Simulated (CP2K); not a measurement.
Two runs for the Cl L₂,₃ edge of carbon tetrachloride. Run A: CP2K XAS_TDP, all-electron GAPW, PBEh(45%), aug-pc-1, TDA, ZORA, spin–orbit coupling. Run B differs in one setting.

First lines with a strength over 0.0003. A:

```
                      atom  energy (eV)  states  strength, one atom
Cl1 (bonded to C), 4 alike       198.06       2              0.0051
                                 199.58       2              0.0033
                                 201.47       2              0.0008
                                 201.61       3              0.0004
                                 201.64       1              0.0004
```

B:

```
                      atom  energy (eV)  states  strength, one atom
Cl1 (bonded to C), 4 alike       201.59       2              0.0047
                                 203.09       2              0.0034
                                 205.01       2              0.0008
                                 205.09       3              0.0004
                                 205.28       1              0.0004
```

Question: Which was it: GW2X switched on, the basis, the functional?

GW2X switched on. GW2X shifts the lines nearly together; each 2p level gets its own shift. The lowest line over the strength cut lies at 201.59 eV, against 198.06 eV (PBEh(45%), aug-pc-1).

[Banner, clock and machine lines of the logs are left out without a mark of their own.]

[Logs are printed without paths, hosts, clocks, repeated set-up lines and the standing remarks that a program may print on its own settings, such as how far it seeks lower states.]

[Hosts, paths, dates, database ids (printed as entryN), source tags and the programs' standing remarks are cut or masked in the printed files.]
